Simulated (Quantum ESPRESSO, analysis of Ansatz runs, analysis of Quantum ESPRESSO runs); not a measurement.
# Substitutional N in diamond: charge-transition level, PBE (Quantum ESPRESSO)

Subject: substitutional N in diamond. Wanted: its charge-transition level, in one set-up (PBE, GBRV 1.5 PBE, 64-site cell, PBE lattice, k: the zone centre alone then 2x2x2 shifted, started with the impurity moved along one bond, dielectric constants 5.7 and 5.7 (handbook)). The model is a cell of 64 host atoms with 1 C taken out and 1 N put in. The level is the Fermi energy at which two charge states have equal formation energy, after a correction for the images of the charge. A local or semilocal functional is the cheapest first rung.

**The experiment.** (+1/0) level below the conduction-band bottom: 1.7 eV (quoted in “Hunting the elusive shallow n-type donor – An ab initio study of Li and N co-doped diamond”, 2021, S. Conejeros et al., quoting earlier work (1969)). The calculation is set beside it at the end.

Program: Quantum ESPRESSO 7.5. Level of theory: Quantum ESPRESSO plane-wave DFT, PBE, GBRV 1.5 PBE potentials; relaxation of all atoms of a defect supercell. Results are calculated unless marked as measured.

## (1) Set-up

The cell holds 64 atoms: 63 C and 1 N. Cell: a = 7.142 Å, b = 7.142 Å, c = 7.142 Å, α = 90.0°, β = 90.0°, γ = 90.0°. It derives from C (space group Fd-3m). Nearest the centre at fractional (0.375, 0.375, 0.375): N8 at 0.30 Å, C27 at 1.53 Å, C42 at 1.54 Å, C49 at 1.54 Å, C4 at 1.55 Å, C5 at 2.51 Å, C21 at 2.51 Å, C37 at 2.51 Å. The cell carries charge +1.

The host's primitive cell comes from a first run (Quantum ESPRESSO plane-wave DFT, PBE, GBRV 1.5 PBE potentials; relaxation of cell and atoms of a defect-free cell): vectors of 2.525, 2.525 and 2.525 Å. That is 5.69 Å³ an atom, 0.4 % over the diffraction cell's volume. The supercell is built on it.

## (2) Relaxation, charge +1

Every later number rests on the structure around the defect, so the atoms are relaxed at the host's lattice first.

The input, pw.in:

```
&CONTROL
  calculation = 'relax'
  prefix = 'pwscf'
  outdir = './tmp'
  pseudo_dir = './pseudo'
  tprnfor = .true.
  disk_io = 'low'
  nstep = 70
  forc_conv_thr = 0.00078
  etot_conv_thr = 0.0001
/
&SYSTEM
  ibrav = 0
  nat = 64
  ntyp = 2
  ecutwfc = 45
  ecutrho = 360
  nbnd = 132
  occupations = 'smearing'
  smearing = 'fd'
  degauss = 0.00073499
  tot_charge = 1
  nosym = .true.
/
&ELECTRONS
  conv_thr = 6d-08
  electron_maxstep = 100
  mixing_beta = 0.5
/
&IONS
  ion_dynamics = 'bfgs'
/
ATOMIC_SPECIES
C     12.0110 c_pbe_v1.2.uspp.F.UPF
N     14.0070 n_pbe_v1.2.uspp.F.UPF
CELL_PARAMETERS angstrom
   7.1418068620    0.0000000000    0.0000000000
   0.0000000000    7.1418068620    0.0000000000
   0.0000000000    0.0000000000    7.1418068620
ATOMIC_POSITIONS crystal
C     -0.0018251791   -0.0020026036    0.2492924646
C      0.0025402807    0.2506071883    0.0010102486
C      0.2486293017    0.0012572532    0.0020935154
C      0.2516850629    0.2478359224    0.2505653644
C      0.1255780345    0.1275928869    0.3758860698
C      0.1269139130    0.3734409991    0.1236775934
C      0.3742879488    0.1247371575    0.1276955895
N      0.3981972563    0.4013726688    0.3977576918
C     -0.0002513790   -0.0014447733    0.7476142622
C      0.0001837580    0.2518459603    0.4979021511
C      0.2478439818   -0.0015120841    0.4990473757
C      0.2492321449    0.2481418887    0.7519493915
C      0.1255145614    0.1253474578    0.8722692848
C      0.1247317517    0.3777041269    0.6256767914
C      0.3765563786    0.1229050542    0.6239845229
C      0.3724483547    0.3761320910    0.8752231193
C      0.0014378718    0.5002325134    0.2476081873
C     -0.0027427014    0.7504076404   -0.0003920768
C      0.2502085345    0.5005597969   -0.0027359545
C      0.2520649732    0.7500667873    0.2481095685
C      0.1275129535    0.6245116097    0.3761352735
C      0.1235239313    0.8729186681    0.1238460568
C      0.3729463261    0.6258841647    0.1233138854
C      0.3735281580    0.8773155888    0.3744396110
C     -0.0012094950    0.4982719010    0.7481579625
C      0.0016221741    0.7480324031    0.4988426670
C      0.2519381983    0.4980314452    0.5004587868
C      0.2479595571    0.7518601634    0.7495323558
C      0.1253860162    0.6263691990    0.8725878243
C      0.1235428654    0.8726612036    0.6254990952
C      0.3731989476    0.6270003104    0.6242271646
C      0.3726861064    0.8760493894    0.8761777030
C      0.4986037794   -0.0014696495    0.2480679016
C      0.4987118341    0.2524864425    0.0000232037
C      0.7492831290    0.0025589153    0.0008833767
C      0.7489219549    0.2494411235    0.2474765536
C      0.6238854607    0.1267653050    0.3731335043
C      0.6277278393    0.3746988871    0.1244427477
C      0.8751881729    0.1239722452    0.1224018050
C      0.8732554694    0.3756634234    0.3729122288
C      0.4975622636    0.0002152535    0.7513614012
C      0.4976834190    0.2511739345    0.5010476814
C      0.7477426330   -0.0003711585    0.5016151909
C      0.7506762494    0.2495267709    0.7473239867
C      0.6264819857    0.1272253096    0.8741669204
C      0.6274475315    0.3756980326    0.6261681808
C      0.8741033269    0.1271878561    0.6234994770
C      0.8731796620    0.3766602539    0.8736687478
C      0.5010127418    0.4991790601    0.2524784507
C      0.5011853436    0.7474640821    0.0000799183
C      0.7474403829    0.4991897152    0.0007963070
C      0.7516562511    0.7484196425    0.2516129502
C      0.6222888161    0.6255121933    0.3754790054
C      0.6267792027    0.8754408828    0.1228828401
C      0.8750671214    0.6277117317    0.1243040746
C      0.8745213181    0.8776451369    0.3742148756
C      0.5001929583    0.5027106617    0.7493236968
C      0.5026725819    0.7501371964    0.5008250994
C      0.7505107672    0.5017908482    0.4979085207
C      0.7477372955    0.7504745416    0.7515802799
C      0.6277288665    0.6253915000    0.8754922614
C      0.6234030456    0.8727037506    0.6251388562
C      0.8738417613    0.6271265736    0.6264065823
C      0.8758402717    0.8723386341    0.8747689569
K_POINTS gamma
```

Command:

```console
OMP_NUM_THREADS=1 mpirun -n 4 pw.x -in pw.in > pw.out
```

What it wrote:

```text
This program is part of the open-source Quantum ESPRESSO suite
     for quantum simulation of materials; please cite
         "P. Giannozzi et al., J. Phys.:Condens. Matter 21 395502 (2009);
         "P. Giannozzi et al., J. Phys.:Condens. Matter 29 465901 (2017);
         "P. Giannozzi et al., J. Chem. Phys. 152 154105 (2020);
          URL
     in publications or presentations arising from this work. More details at

     gamma-point specific algorithms are used

     Subspace diagonalization in iterative solution of the eigenvalue problem:
     a serial algorithm will be used

     --------------------
     sticks:   dense  smooth     PW     G-vecs:    dense   smooth      PW
     Min        1301     649    164                70809    25090    3132
     Max        1304     652    165                70812    25098    3137
     Sum        5209    2601    657               283241   100377   12533

     Using Slab Decomposition

     bravais-lattice index     =            0
     lattice parameter (alat)  =      13.4961  a.u.
     unit-cell volume          =    2458.2209 (a.u.)^3
     number of atoms/cell      =           64
     number of atomic types    =            2
     number of electrons       =       256.00
     number of Kohn-Sham states=          132
     kinetic-energy cutoff     =      45.0000  Ry
     charge density cutoff     =     360.0000  Ry
     scf convergence threshold =      6.0E-08
     mixing beta               =       0.5000
     number of iterations used =            8  plain     mixing
     energy convergence thresh.=      1.0E-04
     force convergence thresh. =      7.8E-04
     Exchange-correlation= SLA  PW   PBE  PBE
                           (   1   4   3   4   0   0   0)
     nstep                     =           70

     celldm(1)=  13.496059  celldm(2)=   0.000000  celldm(3)=   0.000000
     celldm(4)=   0.000000  celldm(5)=   0.000000  celldm(6)=   0.000000

     crystal axes: (cart. coord. in units of alat)
               a(1) = (   1.000000   0.000000   0.000000 )
               a(2) = (   0.000000   1.000000   0.000000 )
               a(3) = (   0.000000   0.000000   1.000000 )

     reciprocal axes: (cart. coord. in units 2 pi/alat)
               b(1) = (  1.000000  0.000000  0.000000 )
               b(2) = (  0.000000  1.000000  0.000000 )
               b(3) = (  0.000000  0.000000  1.000000 )

     PseudoPot. # 1 for C  read from file:
     c_pbe_v1.2.uspp.F.UPF
     Pseudo is Ultrasoft + core correction, Zval =  4.0
     Generated by new atomic code, or converted to UPF format
     Using radial grid of  721 points,  4 beta functions with:
                l(1) =   0
                l(2) =   0
                l(3) =   1
                l(4) =   1
     Q(r) pseudized with  8 coefficients,  rinner =    1.100   1.100   1.100

     PseudoPot. # 2 for N  read from file:
     n_pbe_v1.2.uspp.F.UPF
     Pseudo is Ultrasoft + core correction, Zval =  5.0
     Generated by new atomic code, or converted to UPF format
     Using radial grid of  729 points,  4 beta functions with:
                l(1) =   0
                l(2) =   0
                l(3) =   1
                l(4) =   1
     Q(r) pseudized with  8 coefficients,  rinner =    0.900   0.900   0.900

     atomic species   valence    mass     pseudopotential
     C                 4.00    12.01100     C ( 1.00)
     N                 5.00    14.00700     N ( 1.00)

     No symmetry found

   Cartesian axes

     site n.     atom                  positions (alat units)
         1        C      tau(   1) = (  -0.0018252  -0.0020026   0.2492925  )
         2        C      tau(   2) = (   0.0025403   0.2506072   0.0010102  )
         3        C      tau(   3) = (   0.2486293   0.0012573   0.0020935  )
         4        C      tau(   4) = (   0.2516851   0.2478359   0.2505654  )
         5        C      tau(   5) = (   0.1255780   0.1275929   0.3758861  )
         6        C      tau(   6) = (   0.1269139   0.3734410   0.1236776  )
         7        C      tau(   7) = (   0.3742879   0.1247372   0.1276956  )
         8        N      tau(   8) = (   0.3981973   0.4013727   0.3977577  )
         9        C      tau(   9) = (  -0.0002514  -0.0014448   0.7476143  )
        10        C      tau(  10) = (   0.0001838   0.2518460   0.4979022  )
        11        C      tau(  11) = (   0.2478440  -0.0015121   0.4990474  )
        12        C      tau(  12) = (   0.2492321   0.2481419   0.7519494  )
        13        C      tau(  13) = (   0.1255146   0.1253475   0.8722693  )
        14        C      tau(  14) = (   0.1247318   0.3777041   0.6256768  )
        15        C      tau(  15) = (   0.3765564   0.1229051   0.6239845  )
        16        C      tau(  16) = (   0.3724484   0.3761321   0.8752231  )
        17        C      tau(  17) = (   0.0014379   0.5002325   0.2476082  )
[...]
57        C      tau(  57) = (   0.5001930   0.5027107   0.7493237  )
        58        C      tau(  58) = (   0.5026726   0.7501372   0.5008251  )
        59        C      tau(  59) = (   0.7505108   0.5017908   0.4979085  )
        60        C      tau(  60) = (   0.7477373   0.7504745   0.7515803  )
        61        C      tau(  61) = (   0.6277289   0.6253915   0.8754923  )
        62        C      tau(  62) = (   0.6234030   0.8727038   0.6251389  )
        63        C      tau(  63) = (   0.8738418   0.6271266   0.6264066  )
        64        C      tau(  64) = (   0.8758403   0.8723386   0.8747690  )

     number of k points=     1  Fermi-Dirac smearing, width (Ry)=  0.0007
                       cart. coord. in units 2pi/alat
        k(    1) = (   0.0000000   0.0000000   0.0000000), wk =   2.0000000

     Dense  grid:   141621 G-vectors     FFT dimensions: (  81,  81,  81)

     Smooth grid:    50189 G-vectors     FFT dimensions: (  60,  60,  60)

     Initial potential from superposition of free atoms

     starting charge     256.9974, renormalised to     256.0000
     Starting wfcs are  256 randomized atomic wfcs

     Self-consistent Calculation

     iteration #  1     ecut=    45.00 Ry     beta= 0.50
     Davidson diagonalization with overlap
     ethr =  1.00E-02,  avg # of iterations =  2.0

     total energy              =    -743.75022295 Ry
     estimated scf accuracy    <       4.00255507 Ry

     iteration #  2     ecut=    45.00 Ry     beta= 0.50
     Davidson diagonalization with overlap
     ethr =  1.56E-03,  avg # of iterations =  2.0

     total energy              =    -743.71942080 Ry
     estimated scf accuracy    <       0.64580490 Ry

[...]
hartree contribution      =      64.30302551 Ry
     xc contribution           =    -236.56213962 Ry
     ewald contribution        =    -824.10448275 Ry

     convergence has been achieved in   6 iterations

     Forces acting on atoms (cartesian axes, Ry/au):

[...]
Total force =     0.009257     Total SCF correction =     0.000083
     Energy error            =      4.0E-04 Ry
     Gradient error          =      2.0E-03 Ry/Bohr

     number of scf cycles    =   6
     number of bfgs steps    =   5

     energy             old  =    -743.9365145318 Ry
     energy             new  =    -743.9369096864 Ry

     CASE: energy            _new < energy            _old

     new trust radius        =       0.0045345215 bohr
     new conv_thr            =       0.0000000016 Ry

ATOMIC_POSITIONS (crystal)
[...]
NEW-OLD atomic charge density approx. for the potential

     Self-consistent Calculation

[...]
Threshold (ethr) on eigenvalues was too large:
     Diagonalizing with lowered threshold

[...]
total energy              =    -743.93698583 Ry
[...]
total energy              =    -743.93698590 Ry
[...]
iteration #  5     ecut=    45.00 Ry     beta= 0.50
[...]
total energy              =    -743.93698590 Ry
     estimated scf accuracy    <          9.3E-09 Ry

     iteration #  6     ecut=    45.00 Ry     beta= 0.50
     Davidson diagonalization with overlap
     ethr =  3.65E-12,  avg # of iterations =  2.0

     End of self-consistent calculation

          k = 0.0000 0.0000 0.0000 (  6267 PWs)   bands (ev):

[...]
16.7917  17.5035  17.5057  17.5060

     the Fermi energy is    14.3063 ev

!    total energy              =    -743.93698590 Ry
     estimated scf accuracy    <          4.2E-10 Ry
     smearing contrib. (-TS)   =       0.00000000 Ry
     internal energy E=F+TS    =    -743.93698590 Ry

     The total energy is F=E-TS. E is the sum of the following terms:
     one-electron contribution =     252.42970575 Ry
     hartree contribution      =      64.30179674 Ry
     xc contribution           =    -236.56219761 Ry
     ewald contribution        =    -824.10629078 Ry

     convergence has been achieved in   6 iterations

     Forces acting on atoms (cartesian axes, Ry/au):

[...]
Total force =     0.004758     Total SCF correction =     0.000029
     Energy error            =      7.6E-05 Ry
     Gradient error          =      9.0E-04 Ry/Bohr

     number of scf cycles    =   7
     number of bfgs steps    =   6

     energy             old  =    -743.9369096864 Ry
     energy             new  =    -743.9369859049 Ry

     CASE: energy            _new < energy            _old

     new trust radius        =       0.0028090233 bohr
     new conv_thr            =       0.0000000006 Ry

ATOMIC_POSITIONS (crystal)
[...]
NEW-OLD atomic charge density approx. for the potential

     Self-consistent Calculation

     iteration #  1     ecut=    45.00 Ry     beta= 0.50
     Davidson diagonalization with overlap
     ethr =  1.00E-06,  avg # of iterations =  2.0

     Threshold (ethr) on eigenvalues was too large:
     Diagonalizing with lowered threshold

     Davidson diagonalization with overlap
     ethr =  1.69E-09,  avg # of iterations =  5.0

     total energy              =    -743.93700426 Ry
     estimated scf accuracy    <       0.00000681 Ry

     iteration #  2     ecut=    45.00 Ry     beta= 0.50
     Davidson diagonalization with overlap
     ethr =  2.66E-09,  avg # of iterations =  2.0

     total energy              =    -743.93700498 Ry
     estimated scf accuracy    <       0.00000084 Ry

     iteration #  3     ecut=    45.00 Ry     beta= 0.50
     Davidson diagonalization with overlap
     ethr =  3.30E-10,  avg # of iterations =  2.0

     total energy              =    -743.93700509 Ry
     estimated scf accuracy    <       0.00000014 Ry

     iteration #  4     ecut=    45.00 Ry     beta= 0.50
     Davidson diagonalization with overlap
     ethr =  5.59E-11,  avg # of iterations =  2.0

     total energy              =    -743.93700512 Ry
     estimated scf accuracy    <       0.00000002 Ry

     iteration #  5     ecut=    45.00 Ry     beta= 0.50
     Davidson diagonalization with overlap
     ethr =  7.03E-12,  avg # of iterations =  2.0

     total energy              =    -743.93700512 Ry
     estimated scf accuracy    <          2.8E-09 Ry

     iteration #  6     ecut=    45.00 Ry     beta= 0.50
     Davidson diagonalization with overlap
     ethr =  1.08E-12,  avg # of iterations =  2.0

     End of self-consistent calculation

          k = 0.0000 0.0000 0.0000 (  6267 PWs)   bands (ev):

[...]
5.0737   5.0882   5.0883   5.0885   5.1140   5.6539   5.6569   5.6572
     5.6573   5.7511   5.7513   5.7513   5.7640   5.7641   5.7951   5.7957
     5.7958   6.9625   6.9627   6.9628   7.0534   7.0534   7.0536   8.5020
     8.5025   8.5028   8.6482   8.8148   8.8148   9.0684   9.0687   9.0696
     9.1819   9.1820   9.1822   9.2302   9.2303   9.2310   9.2866   9.2866
     9.2867  10.0190  10.0191  10.0193  10.2489  10.2490  10.2492  10.2899
    10.2900  10.3691  10.4064  10.4065  10.4070  10.5704  10.5705  10.5993
    10.5994  10.6000  10.6202  10.6208  10.6211  13.2786  13.2796  13.2801
    16.7902  17.5036  17.5046  17.5053

     the Fermi energy is    14.3061 ev

!    total energy              =    -743.93700512 Ry
     estimated scf accuracy    <          2.2E-10 Ry
     smearing contrib. (-TS)   =       0.00000000 Ry
     internal energy E=F+TS    =    -743.93700512 Ry

     The total energy is F=E-TS. E is the sum of the following terms:
     one-electron contribution =     252.43710539 Ry
     hartree contribution      =      64.29852994 Ry
     xc contribution           =    -236.56221975 Ry
     ewald contribution        =    -824.11042070 Ry

     convergence has been achieved in   6 iterations

     Forces acting on atoms (cartesian axes, Ry/au):

[...]
atom   57 type  1   force =     0.00008978    0.00005225    0.00018398
     atom   58 type  1   force =     0.00016660    0.00018883    0.00009305
     atom   59 type  1   force =     0.00012705    0.00004886    0.00004398
     atom   60 type  1   force =    -0.00000018   -0.00005642    0.00000382
     atom   61 type  1   force =     0.00004958    0.00001754   -0.00002679
     atom   62 type  1   force =     0.00003942   -0.00005205   -0.00004534
     atom   63 type  1   force =    -0.00008798   -0.00002075   -0.00001801
     atom   64 type  1   force =     0.00029206    0.00015788    0.00025658

     Total force =     0.001859     Total SCF correction =     0.000024
     Energy error            =      1.9E-05 Ry
     Gradient error          =      3.9E-04 Ry/Bohr

     bfgs converged in   8 scf cycles and   7 bfgs steps
     (criteria: energy <  1.0E-04 Ry, force <  7.8E-04 Ry/Bohr)

     End of BFGS Geometry Optimization

     Final energy             =    -743.9370051189 Ry

     File ./tmp/pwscf.bfgs deleted, as requested
Begin final coordinates

ATOMIC_POSITIONS (crystal)
[...]
C                0.5001280365        0.5006087419        0.7502462340
C                0.5001173491        0.7508697316        0.4999855627
C                0.7504098654        0.5006092769        0.4999857810
C                0.7501929996        0.7506873604        0.7500533113
C                0.6252094020        0.6256974061        0.8750229236
C                0.6252028388        0.8756544099        0.6250739992
C                0.8751762839        0.6257015919        0.6250761473
C                0.8750815366        0.8755730736        0.8749412842
End final coordinates

=------------------------------------------------------------------------------=
   JOB DONE.
=------------------------------------------------------------------------------=
```

Run time: 52 s. Hardware: 4 MPI ranks of Arm Neoverse V1, shared host; peak memory 0.79 GiB.

Step by step:

```csv
step,energy less that of the first step (eV)
0,0.0000
1,-1.6179
2,-1.9417
3,-2.0006
4,-2.0142
5,-2.0196
6,-2.0206
7,-2.0209
```

The atoms that moved most (Å):

```csv
atom,dx,dy,dz,length
N8,-0.165,-0.184,-0.163,0.296
C27,-0.020,0.026,0.004,0.033
C49,0.001,0.018,-0.025,0.031
C15,-0.017,0.021,0.006,0.028
C42,0.025,-0.011,0.000,0.028
C6,-0.011,0.022,0.011,0.027
C4,-0.019,0.012,-0.012,0.025
C25,0.011,0.019,0.012,0.025
```

Neighbours of N8 at the end:

```csv
atom,distance (Å)
C42,1.559
C27,1.559
C49,1.559
C4,1.560
C15,2.523
C31,2.523
C46,2.523
C37,2.523
C23,2.523
C38,2.523
C53,2.523
C7,2.523
C14,2.523
C21,2.523
C5,2.523
C6,2.523
```

First to last step the energy falls by 2.021 eV; the largest move, 0.30 Å, is that of N8. Judged within 0.08 Å, the space group went from R3m to P-43m.

(Part 1 of 4 ends here.)

[Logs are printed without paths, hosts, clocks, repeated set-up lines and the standing remarks that a program may print on its own settings, such as how far it seeks lower states.]

[Hosts, paths, dates, database ids (printed as entryN), source tags and the programs' standing remarks are cut or masked in the printed files.]

[For some hosts the program warned that the k-mesh of the response run may be too coarse for force constants and the static dielectric constant; such warnings are not shown here.]
